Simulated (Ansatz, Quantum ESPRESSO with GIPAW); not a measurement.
## CdF2: from the crystal structure to its NMR spectrum

Aim: the magnetic shielding of every site in CdF2.

What was measured: 19F isotropic shift -190.7 ppm, in “NMR parameters in alkali, alkaline earth and rare earth fluorides from first principle calculations” (2011; arXiv:1105.1645), quoting earlier work. Shifts are on the scales named with the reference lines below.

Program: Quantum ESPRESSO with GIPAW 8.0dev (patched build). Level of theory: DFT, PBE, plane-wave PAW (pslibrary 1.0.0 recipes), scalar-relativistic, GIPAW; a patched development version of the program. Results are calculated unless marked as measured.

## (1) Starting point

Symmetry: Fm-3m, No. 225, cubic system. The conventional cell has a = 5.388 Å, b = 5.388 Å, c = 5.388 Å, α = 90.00°, β = 90.00°, γ = 90.00°. Nearest to Cd lie 8 F at 2.33 Å. Nearest to F lie 4 Cd at 2.33 Å. Farther neighbours and most contacts between anions are not listed.

The cell is an entry of the Crystallography Open Database.

## (2) The SCF step

The shielding is a linear response of the occupied states, which this run provides. It is converged far beyond what an energy needs, since the response uses the wavefunctions themselves. No empty states are asked for: the response is solved without them. The mesh has a spacing of 0.23 Å⁻¹ at most. The PAW files were made with ld1.x from the pslibrary 1.0.0 recipes, with GIPAW reconstruction switched on (the recipe of F slightly mended, as the packaged one fails to give a sound file).

scf.in

```
&control
  calculation = 'scf'
  prefix = 'x'
  outdir = './tmp/'
  pseudo_dir = './'
/
&system
  ibrav = 0
  nat = 3
  ntyp = 2
  ecutwfc = 55
  ecutrho = 640
  nbnd = 13
/
&electrons
  conv_thr = 1.0d-10
  mixing_beta = 0.7
  electron_maxstep = 100
/
ATOMIC_SPECIES
  Cd 112.414 Cd.pbe-n-kjpaw_psl.1.0.0-gipaw.UPF
  F 18.998 F.pbe-n-kjpaw_psl.1.0.0-gipaw.UPF
CELL_PARAMETERS angstrom
  0.00000000 2.69400000 2.69400000
  2.69400000 0.00000000 2.69400000
  2.69400000 2.69400000 0.00000000
ATOMIC_POSITIONS crystal
  Cd 0.00000000 0.00000000 0.00000000
  F 0.75000000 0.75000000 0.75000000
  F 0.25000000 0.25000000 0.25000000
K_POINTS automatic
  9 9 9 0 0 0
```

On the command line:

```
> mpirun -np 4 pw.x -nk 4 -in scf.in > scf.out
```

The log of the run:

```text
[...]
as large as its charge; the limit is 4.5
     Functions over the limit replaced by smooth ones with the moment of the charge, as mend_augmentation asks: 1
     This moves results (see INPUT_PW). Waves and levels in the save fit builds from 8.0dev_s219 on
     using ibrav=0 with symmetry is DISCOURAGED, use correct ibrav instead

     bravais-lattice index     =            0
     lattice parameter (alat)  =       7.1997  a.u.
     unit-cell volume          =     263.8878 (a.u.)^3
     number of atoms/cell      =            3
     number of atomic types    =            2
     number of electrons       =        26.00
     number of Kohn-Sham states=           13
     kinetic-energy cutoff     =      55.0000  Ry
     charge density cutoff     =     640.0000  Ry
     scf convergence threshold =      1.0E-10
     mixing beta               =       0.7000
     number of iterations used =            8  plain     mixing
     Exchange-correlation= SLA-PW-PBX-PBC
                           (   1   4   3   4   0   0   0)
[...]
Cd               12.00   112.41400     Cd( 1.00)
     F                 7.00    18.99800     F ( 1.00)

     48 Sym. Ops., with inversion, found
[...]
number of k points=    35
[...]
Dense  grid:    72017 G-vectors     FFT dimensions: (  60,  60,  60)

     Smooth grid:    14361 G-vectors     FFT dimensions: (  36,  36,  36)

     Initial potential from superposition of free atoms

     starting charge      25.9951, renormalised to      26.0000
     Starting wfcs are   17 randomized atomic wfcs

     Self-consistent Calculation

     iteration #  1     ecut=    55.00 Ry     beta= 0.70
     Davidson diagonalization with overlap
     ethr =  1.00E-02,  avg # of iterations =  1.2

     total energy              =    -500.54672781 Ry
     estimated scf accuracy    <       0.31935321 Ry

     iteration #  2     ecut=    55.00 Ry     beta= 0.70
     Davidson diagonalization with overlap
     ethr =  1.23E-03,  avg # of iterations =  3.3

     total energy              =    -500.65527310 Ry
     estimated scf accuracy    <       0.24283607 Ry

     iteration #  3     ecut=    55.00 Ry     beta= 0.70
     Davidson diagonalization with overlap
     ethr =  9.34E-04,  avg # of iterations =  2.2

     total energy              =    -500.68995103 Ry
     estimated scf accuracy    <       0.00862655 Ry

[...]
total energy              =    -500.70079847 Ry
[...]
iteration # 14     ecut=    55.00 Ry     beta= 0.70
     Davidson diagonalization with overlap
     ethr =  8.31E-13,  avg # of iterations =  6.3

     total energy              =    -500.70079847 Ry
     estimated scf accuracy    <          2.3E-10 Ry

     iteration # 15     ecut=    55.00 Ry     beta= 0.70
     Davidson diagonalization with overlap
     ethr =  8.31E-13,  avg # of iterations =  2.0

     End of self-consistent calculation
     [one-electron energies left out]

!    total energy              =    -500.70079847 Ry
     total all-electron energy =    -11589.075707 Ry
     estimated scf accuracy    <          4.8E-11 Ry

     The total energy is the sum of the following terms:
     one-electron contribution =     -56.74663125 Ry
     hartree contribution      =      52.19627371 Ry
     xc contribution           =     -42.22312076 Ry
     ewald contribution        =    -145.92453765 Ry
     one-center paw contrib.   =    -308.00278253 Ry

     convergence has been achieved in  15 iterations
[...]
JOB DONE.
```

The job ended after 14 s (4 MPI ranks of Arm Neoverse V2, shared host; peak memory 0.54 GiB; 56 s of CPU time).

It converged in 15 cycles to an estimated accuracy of 5e-11 Ry, on 35 irreducible k-points.

## (3) GIPAW: job nmr

The job finds the current that a weak uniform field induces (applied as a long wave, q_gipaw) and the field that this current makes at each nucleus. On atoms with p or d valence electrons much of the paramagnetic part arises close to the nucleus, where the PAW partial waves rebuild the true states. pawproj makes the reconstruction use the PAW data sets' own projectors.

nmr.in

```
&inputgipaw
  job = 'nmr'
  prefix = 'x'
  tmp_dir = './tmp/'
  restart_mode = 'from_scratch'
  verbosity = 'low'
  q_gipaw = 0.01
  spline_ps = .true.
  conv_threshold = 1.0d-14
  use_nmr_macroscopic_shape = .false.
  pawproj(1) = .true.
  pawproj(2) = .true.
/
```

On the command line:

```
> mpirun -np 4 gipaw.x -in nmr.in > nmr.out
```

The log of the run:

```text
[banner, memory and clock lines left out]
[a note of our patched build left out]

     Parallelizing q-star over 1 images

     IMPORTANT: XC functional enforced from input :
     Exchange-correlation= PBE
                           (   1   4   3   4   0   0   0)
     Any further DFT definition will be discarded
     Please, verify this is what you really want

     In Cd.pbe-n-kjpaw_psl.1.0.0-gipaw.UPF the largest augmentation function (projectors 1 and 4, L = 1) is 10.7 times
     as large as its charge; the limit is 4.5
     Functions over the limit replaced by smooth ones with the moment of the charge, as in the saved run: 1

[...]
alpha_pv=     41.5682 eV

     spline_ps is .false., expect some extrapolation errors

     q-space interpolation up to    66.00 Rydberg

     GIPAW job: nmr
     NMR macroscopic correction: no
[...]
Computing the magnetic susceptibility     isolve=0    ethr=  0.1000E-13
     Starting from scratch
     k-point #    1 of    35      pool #  1    cpu time:       0.7
[...]
End of magnetic susceptibility calculation

     f-sum rule (1st term):
           -20.4264         -0.0000         -0.0000
            -0.0000        -20.4264         -0.0000
            -0.0000         -0.0000        -20.4264

     f-sum rule (2nd term):
            -0.7460         -0.0000         -0.0000
            -0.0000         -0.7460          0.0000
            -0.0000          0.0000         -0.7460

     f-sum rule (should be   -21.1676):
           -21.1724         -0.0000         -0.0000
            -0.0000        -21.1724         -0.0000
            -0.0000         -0.0000        -21.1724

[... susceptibilities left out ...]
     Contributions to the NMR chemical shifts: -------------------------------

     Macroscopic shape contribution in ppm:                    0.00
             0.0000          0.0000          0.0000
             0.0000          0.0000          0.0000
             0.0000          0.0000          0.0000

     Core contribution in ppm:

     Atom  1  Cd  pos: (  0.000000  0.000000  0.000000)  core sigma:        4800.30
     Atom  2  F   pos: (  1.060660  1.060660  1.060660)  core sigma:         306.42
     Atom  3  F   pos: (  0.353553  0.353553  0.353553)  core sigma:         306.42

     Bare contribution in ppm:

     Atom  1  Cd  pos: (  0.000000  0.000000  0.000000)  bare sigma:          73.14
[...]
Atom  2  F   pos: (  1.060660  1.060660  1.060660)  bare sigma:          95.58
[...]
Atom  3  F   pos: (  0.353553  0.353553  0.353553)  bare sigma:          95.58
[...]
Diamagnetic contribution in ppm:

     Atom  1  Cd  pos: (  0.000000  0.000000  0.000000)  dia sigma:          91.39
[...]
Atom  2  F   pos: (  1.060660  1.060660  1.060660)  dia sigma:          42.80
[...]
Atom  3  F   pos: (  0.353553  0.353553  0.353553)  dia sigma:          42.80
[...]
Paramagnetic contribution in ppm:

     Atom  1  Cd  pos: (  0.000000  0.000000  0.000000)  para sigma:        1615.66
[...]
Atom  2  F   pos: (  1.060660  1.060660  1.060660)  para sigma:         240.90
[...]
Atom  3  F   pos: (  0.353553  0.353553  0.353553)  para sigma:         240.90
[...]
Paramagnetic US occ-occ contribution in ppm:

     Atom  1  Cd  pos: (  0.000000  0.000000  0.000000)  para_oo sigma:          -9.11
[...]
Atom  2  F   pos: (  1.060660  1.060660  1.060660)  para_oo sigma:          -5.60
[...]
Atom  3  F   pos: (  0.353553  0.353553  0.353553)  para_oo sigma:          -5.60
[...]
Paramagnetic US L_R Q_R contribution in ppm:

     Atom  1  Cd  pos: (  0.000000  0.000000  0.000000)  para_lq sigma:       -2592.29
[...]
Atom  2  F   pos: (  1.060660  1.060660  1.060660)  para_lq sigma:        -343.65
[...]
Atom  3  F   pos: (  0.353553  0.353553  0.353553)  para_lq sigma:        -343.65
[...]
Total NMR chemical shifts in ppm: ---------------------------------------
     (adopting the Simpson convention for anisotropy and asymmetry)-----------

     Atom  1  Cd  pos: (  0.000000  0.000000  0.000000)  Total sigma:        3979.09
          3979.0909         -0.0000         -0.0000
            -0.0000       3979.0909         -0.0000
            -0.0000         -0.0000       3979.0909

     Cd      1    anisotropy:     -0.00    eta:    0.0000
[...]
Atom  2  F   pos: (  1.060660  1.060660  1.060660)  Total sigma:         336.44
           336.4382          0.0000          0.0000
            -0.0000        336.4382         -0.0000
             0.0000         -0.0000        336.4382

     F       2    anisotropy:     -0.00    eta:    0.0000
[...]
Atom  3  F   pos: (  0.353553  0.353553  0.353553)  Total sigma:         336.44
[... its tensor is left out ...]
```

Wall time 2.4 min (4 MPI ranks); peak memory 0.4 GiB; 9.6 min of CPU time.

The f-sum rule is met to 0.0048 of 21.2 (0.02 %). Converged shieldings require that this miss be small, but a small miss does not prove them. This build smooths some augmentation functions of the files as it reads them, which, it says, moves results; by how much was not measured here.

From the symmetric part of each tensor, with principal values σ11 ≤ σ22 ≤ σ33: σ_iso is their mean, the span is σ33 − σ11 and the skew 3(σ_iso − σ22)/span. (gipaw.x prints an anisotropy in another convention.)

| site | atom no. | atoms in cell | σ_iso (ppm) | span (ppm) | skew |
| --- | --- | --- | --- | --- | --- |
| Cd | 1 | 1 | 3979 | 0 | - |
| F | 2 | 2 | 336.4 | 0.0 | - |

The macroscopic shape term is switched off. For a spherical sample the valence susceptibility of this run would add about 11 ppm to every site, a rough estimate, since the susceptibility converges slowly and lacks part of the PAW terms. Differences within the crystal don't depend on it, but shieldings of different compounds can't be compared to better than a few ppm without it.

Cd and F sit on cubic site symmetry, where the tensor must be isotropic.

How the isotropic values are made up (ppm). The core part is that of the free atom's core; bare is the current of the smooth valence states; the last two are what the PAW spheres add to the diamagnetic and the paramagnetic current:

| site | core | bare | reconstruction, dia | reconstruction, para |
| --- | --- | --- | --- | --- |
| Cd | 4800.3 | 73.1 | 91.4 | -985.7 |
| F | 306.4 | 95.6 | 42.8 | -108.4 |

## (4) From shieldings to shifts

Spectra are read against a reference compound, and shifts rise as shieldings fall. A slope other than one corrects for the functional's tendency to overstate or understate differences of shielding.

To turn shieldings into shifts, lines fitted to measured solids are used. 19F: δ = (115.6 − σ) / 1.183, zero at CFCl3, fitted to 6 measured values, from BaF2, KF, LiF, MgF2, NaF and ZnF2, with a scatter of 6.8 ppm r.m.s. (this compound left out) (CaF2 fall off this line, as semilocal functionals put their cations' empty d or f shells too low, and are left out), on σ without the shape term. Kinds of site that fitted badly were split off after the misses were seen, so the scatter is that of the points kept.

Covalently bonded atoms count as neighbours within 1.18 times the sum of their radii. Otherwise a cation's neighbours lie within 1.2 times its shortest bond (1.3 for large cations, each anion's radius taken off where they differ), and an anion's are the cations that count it.

| site | atom no. | atoms in cell | surroundings | bonds (Å) | δ_iso (ppm) |
| --- | --- | --- | --- | --- | --- |
| Cd | 1 | 1 | CdF8 | 2.333 | - |
| F | 2 | 2 | bound to Cd4 | 2.333 | -186.7 |

Simulated spectrum, 19F MAS at 60 kHz, 18.8 T (753.5 MHz), lines broadened by 2 ppm; rigid lattice, with dipolar and J couplings left out: a single narrow line at -186.7 ppm.

## (5) Cost against result

Each row names what was changed: another functional shows how far the paramagnetic term hangs on the exchange-correlation form; another cutoff tests the basis; another mesh tests the sampling of the zone.

Changes of σ_iso (ppm) against the run above (PBE, cutoffs 55 and 640 Ry, mesh 9×9×9, 11 min). Times are CPU times of pw.x and gipaw.x together, on 4 MPI ranks of Arm Neoverse V2, shared host; on a shared host they are rough. A run is marked as doubtful where the f-sum miss passes 0.015 electrons, or that much for each three atoms in larger cells (with Tl, Pb, Hg, Bi or Sn a third of that, or a mesh spacing over 0.26 Å⁻¹), or where the susceptibility is unphysically large.

| run | CPU time | f-sum miss | Cd | F |
| --- | --- | --- | --- | --- |
| LDA | 10 min | 0.0046 | -89.4 | -17.3 |
| cutoffs 40 and 480 Ry (marked) | 6.9 min | 0.028 | +1.9 | +0.5 |
| mesh 6×6×6 (coarse on purpose) | 8 min | 0.0053 | -0.3 | -1.0 |
| Wu-Cohen | 13 min | 0.0046 | -37.3 | -7.2 |
| cutoffs 70 and 640 Ry | 13 min | 9.0e-4 | +0.4 | -0.2 |

The largest move is -89.4 ppm, on Cd, from LDA.

## (6) Comparison with the measured values

| quantity | site | measured | calculated | difference |
| --- | --- | --- | --- | --- |
| 19F isotropic shift (ppm) | F | -190.7 | -186.7 | +4.0 |

## (7) Results

| Property | Result |
| --- | --- |
| 19F shift | -186.7 ppm |
| 113Cd shielding without shape term | 3979 ppm |

19F has one site (bound to Cd4), with isotropic shift -186.7 ppm. Verdict on the shifts: 19F good, missed by 4 ppm at most, within the scatter of its line. Going to cutoffs 70 and 640 Ry changes no isotropic shielding by more than 0.38 ppm, so the main run is converged in that respect. A finer mesh was not carried through on these files. The cheaper run with mesh 6×6×6 takes about 75 % of the time and is off by 1.0 ppm on F. The largest change with the functional is 89.4 ppm in absolute shielding; part of that drops out once each functional has its own reference line. The scalar-relativistic files are used with non-relativistic response operators, which weighs most on the heavy atoms' own shieldings. This build of gipaw.x prints that it is not audited and that its numbers are no references by themselves. It also reports spline_ps as false although the input sets it; why was not traced.

[Banner, clock, file and message-heading lines were taken out of the pw.x and gipaw.x logs.]

[Logs are printed without paths, hosts, clocks, repeated set-up lines and the standing remarks that a program may print on its own settings, such as how far it seeks lower states.]

[Hosts, paths, dates, database ids (printed as entryN), source tags and the programs' standing remarks are cut or masked in the printed files.]

[Where no reference line passes its bar on scatter, no shift is given, so a measured shift of this compound may stand uncompared.]
